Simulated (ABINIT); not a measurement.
# AlGaN2 (P3m1): G0W0 in ABINIT against the screening cutoff in the self-energy

How does the gap of AlGaN2 (P3m1) converge in the screening cutoff in the self-energy?

Method: LDA and many-body steps on it, plane waves, in ABINIT 10.8.3.

This is a report of a sequence of runs, with the program logs left out and the cost of each run kept.

## (1) Set-up

The structure is trigonal, space group P3m1 (No. 156). The conventional cell has a = 3.145 Å, b = 3.145 Å, c = 5.097 Å, α = 90.00°, β = 90.00°, γ = 120.00°. Nearest to Al lie 4 N at 1.89 to 1.90 Å. Nearest to Ga lie 4 N at 1.93 to 1.96 Å. Nearest to N lie 3 Al at 1.90 Å and 1 Ga at 1.96 Å. N has 1 Al at 1.89 Å and 3 Ga at 1.93 Å nearest. Farther neighbours, and contacts between anions beyond the nearest, are not listed.

Coordinates:

```cif
data_structure
_symmetry_space_group_name_H-M 'P 1'
_symmetry_Int_Tables_number 1
_cell_length_a 3.1453
_cell_length_b 3.1453
_cell_length_c 5.0969
_cell_angle_alpha 90.000
_cell_angle_beta 90.000
_cell_angle_gamma 120.000
_cell_volume 43.67
loop_
_atom_site_label
_atom_site_type_symbol
_atom_site_fract_x
_atom_site_fract_y
_atom_site_fract_z
_atom_site_occupancy
Al1 Al 0.00000 0.00000 0.99926 1
Ga2 Ga 0.66667 0.33333 0.49717 1
N3 N 0.66667 0.33333 0.11180 1
N4 N 0.00000 0.00000 0.62816 1
```

The cell and positions are those that the Materials Project relaxed with its own functionals (PBE, PBE+U or r2SCAN), kept fixed.

## (2) Screening, 3×3×2 mesh, 83 bands, screening to 176.9 eV

This step: ABINIT 10.8.3; RPA screening on LDA, plane waves, norm-conserving pseudopotentials.

The RPA dielectric matrix is built and inverted for each q.

run.abi

```
acell 3*1.0 Angstrom
rprim 
  3.145282644058 -0.000000000015 0.000000000000
  -1.572641322016 2.723894671844 0.000000000000
  0.000000000000 0.000000000000 5.096893730000
ntypat 3
znucl 13 31 7
natom 4
typat 1 2 3 3
xred 
  0.000000000000 0.000000000000 0.999263770000
  0.666666666667 0.333333333333 0.497174210000
  0.666666666667 0.333333333333 0.111803640000
  0.000000000000 0.000000000000 0.628158390000
pp_dirpath "pseudos"
pseudos "Al.upf, Ga.upf, N.upf"
ecut 36
ngkpt 3 3 2
nshiftk 1
shiftk 0 0 0
kptopt 1
chksymbreak 0
istwfk *1
occopt 1
irdwfk 1
optdriver 3
nband 83
ecuteps 6.5
inclvkb 2
awtr 1
symchi 1
indata_prefix "in"
outdata_prefix "out"
tmpdata_prefix "tmp"
```

Run with:

```
OMP_NUM_THREADS=1 mpirun -n 4 abinit run.abi > log
```

Elapsed: 9 s, on 4 MPI ranks of Arm Neoverse V2, shared host; peak memory 0.48 GiB; 35 s of CPU time.

Numbers from this step:

* ε∞ with local fields, on this mesh: 6.435
* ε∞ without local fields, on this mesh: 7.014
* plasma frequency: 28.65 eV
* plane waves in the screening matrix: 245

Local fields lower ε∞ by 8 %. On a Γ-centred mesh this coarse the value itself is usually too large, while a short band sum pulls it down.

## (3) 0.7 Ha

This step: G0W0 on LDA, plane waves, norm-conserving pseudopotentials.

run.abi, as its differences from that of step 2:

```diff
@@ -25,8 +25,15 @@
 irdwfk 1
-optdriver 3
+optdriver 4
 nband 83
-ecuteps 6.5
-inclvkb 2
-awtr 1
-symchi 1
+gwcalctyp 0
+ecutsigx 36
+symsigma 1
+nkptgw 1
+kptgw 
+  0.0000000000 0.0000000000 0.0000000000
+bdgw 
+  12 15
+ecuteps 0.7
+irdscr 1
+ppmodel 1
 indata_prefix "in"
```

Wall time 2.7 s (4 MPI ranks); peak memory 0.1 GiB; 11 s of CPU time.

This step gave:

* G0W0 gap on the mesh: 4.771 eV
* starting gap on the mesh: 2.921 eV
* k of the valence top: 0, 0, 0
* k of the conduction bottom: 0, 0, 0
* Z at the valence top: 0.865
* Z at the conduction bottom: 0.868
* least direct G0W0 gap on the computed points: 4.771 eV

## (4) 1.3 Ha

run.abi, as its differences from that of step 3:

```diff
@@ -35,3 +35,3 @@
   12 15
-ecuteps 0.7
+ecuteps 1.3
 irdscr 1
```

The job ended after 2.7 s (4 MPI ranks; peak memory 0.1 GiB).

This step gave:

```yaml
g0w0_gap_on_the_mesh: 3.671 eV
starting_gap_on_the_mesh: 2.921 eV
k_of_the_valence_top: 0, 0, 0
k_of_the_conduction_bottom: 0, 0, 0
z_at_the_valence_top: 0.824
z_at_the_conduction_bottom: 0.837
least_direct_g0w0_gap_on_the_computed_points: 3.671 eV
```

## (5) 2.3 Ha

The self-energy is evaluated for the states that the input lists, and the quasiparticle equation is solved.

run.abi, as its differences from that of step 4:

```diff
@@ -35,3 +35,3 @@
   12 15
-ecuteps 1.3
+ecuteps 2.3
 irdscr 1
```

Run time: 2.8 s. Hardware: 4 MPI ranks; peak memory 0.1 GiB.

Numbers from this step:

* G0W0 gap on the mesh: 3.619 eV
* starting gap on the mesh: 2.921 eV
* k of the valence top: 0, 0, 0
* k of the conduction bottom: 0, 0, 0
* least direct G0W0 gap on the computed points: 3.619 eV

The gap on the mesh goes from 2.92 eV to 3.62 eV, a correction of +0.70 eV.

## (6) 3.2 Ha

run.abi, as its differences from that of step 5:

```diff
@@ -35,3 +35,3 @@
   12 15
-ecuteps 2.3
+ecuteps 3.2
 irdscr 1
```

It took 2.9 s on 4 MPI ranks; peak memory 0.1 GiB.

Numbers from this step:

- G0W0 gap on the mesh: 3.757 eV
- starting gap on the mesh: 2.921 eV
- k of the valence top: 0, 0, 0
- k of the conduction bottom: 0, 0, 0
- least direct G0W0 gap on the computed points: 3.757 eV

Against the run before, the gap moves by +0.138 eV.

## (7) 4.9 Ha

run.abi, as its differences from that of step 6:

```diff
@@ -35,3 +35,3 @@
   12 15
-ecuteps 3.2
+ecuteps 4.9
 irdscr 1
```

Wall time 3.2 s (4 MPI ranks); peak memory 0.42 GiB.

This step gave:

```yaml
g0w0_gap_on_the_mesh: 3.801 eV
starting_gap_on_the_mesh: 2.921 eV
k_of_the_valence_top: 0, 0, 0
k_of_the_conduction_bottom: 0, 0, 0
least_direct_g0w0_gap_on_the_computed_points: 3.801 eV
```

Against the run before, the gap moves by +0.044 eV.

## (8) 6.5 Ha

run.abi, as its differences from that of step 7:

```diff
@@ -35,3 +35,3 @@
   12 15
-ecuteps 4.9
+ecuteps 6.5
 irdscr 1
```

The job ended after 3.9 s (4 MPI ranks; peak memory 0.45 GiB; 15 s of CPU time).

This step gave:

```
G0W0 gap on the mesh                         : 3.814 eV
starting gap on the mesh                     : 2.921 eV
k of the valence top                         : 0, 0, 0
k of the conduction bottom                   : 0, 0, 0
least direct G0W0 gap on the computed points : 3.814 eV
```

Against the run before, the gap moves by +0.013 eV.

## (9) Side by side

Times are wall times on 4 MPI ranks of Arm Neoverse V2, shared host, good to a factor of about two. A run's time includes the screening step that it read.

```
   run   mesh  bands  screening cutoff (eV)  DFT gap (eV)  gap on the mesh (eV)  direct (eV)  ε∞ used  time
0.7 Ha  3×3×2     83                     19         2.921                 4.771        4.771     6.43  12 s
1.3 Ha  3×3×2     83                   35.4         2.921                 3.671        3.671     6.43  12 s
2.3 Ha  3×3×2     83                   62.6         2.921                 3.619        3.619     6.43  12 s
3.2 Ha  3×3×2     83                   87.1         2.921                 3.757        3.757     6.43  12 s
4.9 Ha  3×3×2     83                  133.3         2.921                 3.801        3.801     6.43  12 s
6.5 Ha  3×3×2     83                  176.9         2.921                 3.814        3.814     6.43  13 s
```

## (10) Results

| Quantity | Value |
| --- | --- |
| 0.7 Ha | 4.771 eV |
| 1.3 Ha | 3.671 eV |
| 2.3 Ha | 3.619 eV |
| 3.2 Ha | 3.757 eV |
| 4.9 Ha | 3.801 eV |
| 6.5 Ha | 3.814 eV |
| known limits | short of the basis limit; exchange with frozen shells missing; no spin-orbit coupling; coarse k mesh |

In words: The setting moved: screening cutoff in the self-energy. From 0.7 Ha to 6.5 Ha the gap moves by −0.96 eV, not steadily: it passes through 3.62 eV. The last step still moves it by +0.013 eV. Bands and screening cutoff are coupled, so a series along one setting does not show full convergence. Where bands and cutoff are finite, the G0W0 gap stands short of the basis limit, usually by up to a few tenths of an eV; the mesh is an error of its own. The 3×3×2 mesh is coarse for this cell, which bears on the long-range parts of exchange and screening. The norm-conserving file of at least one element keeps a d shell over frozen s and p shells of the same row. Exchange with those shells is missing from the self-energy, an error of 0.3 to 0.9 eV in cases checked, whose sign depends on which edge lies on those atoms. The many-body steps are scalar-relativistic: spin-orbit coupling is not in them.

[Long decimals in the printed logs are rounded to 6 places.]

[Logs are printed without paths, hosts, clocks, repeated set-up lines and the standing remarks that a program may print on its own settings, such as how far it seeks lower states.]

[Paths, hosts, dates, memory and timing lines, banners, echoed tables and standing remarks are left out of the program output; an Ansatz launch command may be rebuilt from the run's recorded settings. Measured values are a selection of at most five: reports struck by readers or far from the other reports are left out. None is set beside runs whose start may be inverted or whose files or cutoffs have a known fault.]

[Runs of the session that timed out or met a known fault of the program may be left out.]

[Hosts, paths, dates, database ids (printed as entryN), source tags and the programs' standing remarks are cut or masked in the printed files.]

[G0W0 gaps are taken among the corrected bands and points alone; a level outside them can change the order at an edge.]

[Where Ansatz stands beside ABINIT at settings called matched, ABINIT's density can come from a denser mesh and the files from another edition; pairs whose starting gaps differed by over 0.03 eV were left out, so agreement reads better than it is.]
